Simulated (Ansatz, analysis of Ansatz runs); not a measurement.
# Hyperfine coupling of the [AlO4]0 centre in alpha-quartz (PBE), part 2 of 2

Aim: the hyperfine coupling of the [AlO4]0 centre in alpha-quartz, to be set beside the measurement. Set-up: PBE, 36-site cell, PBE lattice, 420 eV, k: the single point 1/4 1/4 1/4 then 2x2x2 shifted 0.5 0.5 0.5, no spin, started with the impurity moved along one bond. The model is a cell of 36 host atoms with 1 Si taken out and 1 Al put in. The isotropic coupling follows from the spin density at the nucleus, the nuclear g-factor and the total spin.

Ansatz 0.2.0; PBE, 36-site cell, PBE lattice, 420 eV, k: the single point 1/4 1/4 1/4 then 2x2x2 shifted 0.5 0.5 0.5, no spin, started with the impurity moved along one bond.

So far: The structure; Relaxation, charge 0.

### Step 3. Contact spin densities

The relaxed structure is kept, and the final numbers are taken at the final level and k-points.

This step: plane-wave PAW DFT, PBE; single point of a defect supercell.

point/input.yaml reads:

```yaml
crystal:
  lattice:
    - [-2.50916922, 4.34600858, 5.50897406]
    - [5.01833844, 0.0, 5.50897406]
    - [5.01833844, 8.69201715, 0.0]
  atoms:
    - { symbol: Si, position: [0.08880923, 0.570207784, 0.451150433] }
    - { symbol: Si, position: [0.592486889, 0.068974804, 0.204434415] }
[... 1 atom line left out ...]
    - { symbol: Si, position: [0.904217761, 0.43202789, 0.277219854] }
[... 2 atom lines left out ...]
    - { symbol: O, position: [0.305776638, 0.471363333, 0.472976229] }
[... 6 atom lines left out ...]
    - { symbol: O, position: [0.686717473, 0.535230243, 0.354533648] }
[... 5 atom lines left out ...]
    - { symbol: Si, position: [0.602799251, 0.066059112, 0.708272712] }
    - { symbol: Si, position: [0.401207662, 0.939979591, 0.539032085] }
[... 2 atom lines left out ...]
    - { symbol: Al, position: [0.500417881, 0.501920211, 0.515857228] }
[... 3 atom lines left out ...]
    - { symbol: O, position: [0.926770062, 0.520063497, 0.607679545] }
    - { symbol: O, position: [0.421883416, 0.707614334, 0.584342027] }
[... 3 atom lines left out ...]
    - { symbol: O, position: [0.06719876, 0.483972433, 0.828413098] }
    - { symbol: O, position: [0.566622537, 0.982109813, 0.590675825] }
[... 1 atom line left out ...]
    - { symbol: O, position: [0.578648867, 0.298341839, 0.648595985] }
basis:
  ecutwfc: 420
  xc_grid: 2
hamiltonian:
  xc: pbe
kpoints:
  mp_grid: { grid: [2, 2, 2], shift: [0.5, 0.5, 0.5] }
scf:
  occupations: { method: fermi_dirac, width: 0.01 }
  max_iter: 100
output:
  forces: true
  efg: {}
  eigenvalues: true
checkpoint:
  read: "../relax.run"
```

Command:

```sh
$ ansatz run input.yaml --threads 2 --pin off --max-ram 3768MiB --backend cpu --events-out ev --progress --plain --runs-dir out
```

Numbers of over 12 decimals in the logs are rounded to 6 here.

Output:

```text
[...]
Crystal: 36 atoms, lattice volume = 480.597 Å³
Basis set: ecut = 420 eV, 9403 PW (Γ), exchange–correlation on 100×100×144 points (8 copies of the dense FFT grid, shifted against one another)
Bands: 132, of which v1, the nominal top of the filled ones, is band 96 counted from 1 (95 counted from 0)
Symmetry: 1 space group operations
[...]
k-points: 4 of 8 (time reversal used)
[...]
SCF iter  14: F=-21188.105005 eV  HF=-21188.105005 eV  |F-HF|=7.87e-8  |Δ(HF+E_count)|=   1.76e-8  Δρ=4.05e-6  dr2=9.43e-8  ethr=5.24e-11  ⟨swp⟩=4.5  Hψ=1584  notcnv=0
SCF 1 converged in 14 iterations: F = -21188.105005 eV  dr2 = 9.43e-8
[...]
SCF converged after 14 iterations
Free energy (F): -21188.105005 eV
[...]
Internal energy: -21188.095743 eV  (E = F + TS)
E sigma→0 (E₀):  -21188.100374 eV
Entropy (-TS):   -0.009262 eV (-0.257 meV/atom)
Fermi energy:    2.009845 eV
[...]
atom  20  Si V_zz =    -1.628036   η = 0.6617   by run symmetry: allowed
            electrostatic potential = -1354.397469 V   contact ρ = none
  atom  21  Si V_zz =    -1.259545   η = 0.6181   by run symmetry: allowed
            electrostatic potential = -1354.390190 V   contact ρ = none
  [... 4 lines on atoms farther from the defect left out ...]
  atom  24  Al V_zz =    -0.465860   η = 0.6743   by run symmetry: allowed
            electrostatic potential = -1226.150731 V   contact ρ = none
  [... 8 lines on atoms farther from the defect left out ...]
  atom  29  O  V_zz =    +5.038678   η = 0.7374   by run symmetry: allowed
            electrostatic potential = -619.115977 V   contact ρ = none
  [... 8 lines on atoms farther from the defect left out ...]
  atom  34  O  V_zz =    +8.683352   η = 0.1831   by run symmetry: allowed
            electrostatic potential = -618.481237 V   contact ρ = none
  [... 2 lines on atoms farther from the defect left out ...]
  atom  36  O  V_zz =    +5.490477   η = 0.4079   by run symmetry: allowed
            electrostatic potential = -619.201791 V   contact ρ = none
--- Band table (eV) ---
[...]
[... further k-points left out ...]
```

Elapsed: 14 s, on 2 threads of Intel Xeon Platinum 8375C at 2.90GHz (Ice Lake), shared host; peak memory 1 GiB.

In the SCF lines HF is the Harris–Foulkes energy and dr2 the Hartree energy of the density residual, in eV; the loop may stop once dr2 is under the threshold and the program's other checks hold. Hψ counts applications of the Hamiltonian.

The run converged, but on settings that a careful run would not use, so its numbers are not the defect's.

### Step 4. Outcome

The chain ended without the wanted quantity: no spin polarisation for an open shell.

[Logs are printed without paths, hosts, clocks, repeated set-up lines and the standing remarks that a program may print on its own settings, such as how far it seeks lower states.]

[Hosts, paths, dates, database ids (printed as entryN), source tags and the programs' standing remarks are cut or masked in the printed files.]

[For some hosts the program warned that the k-mesh of the response run may be too coarse for force constants and the static dielectric constant; such warnings are not shown here.]
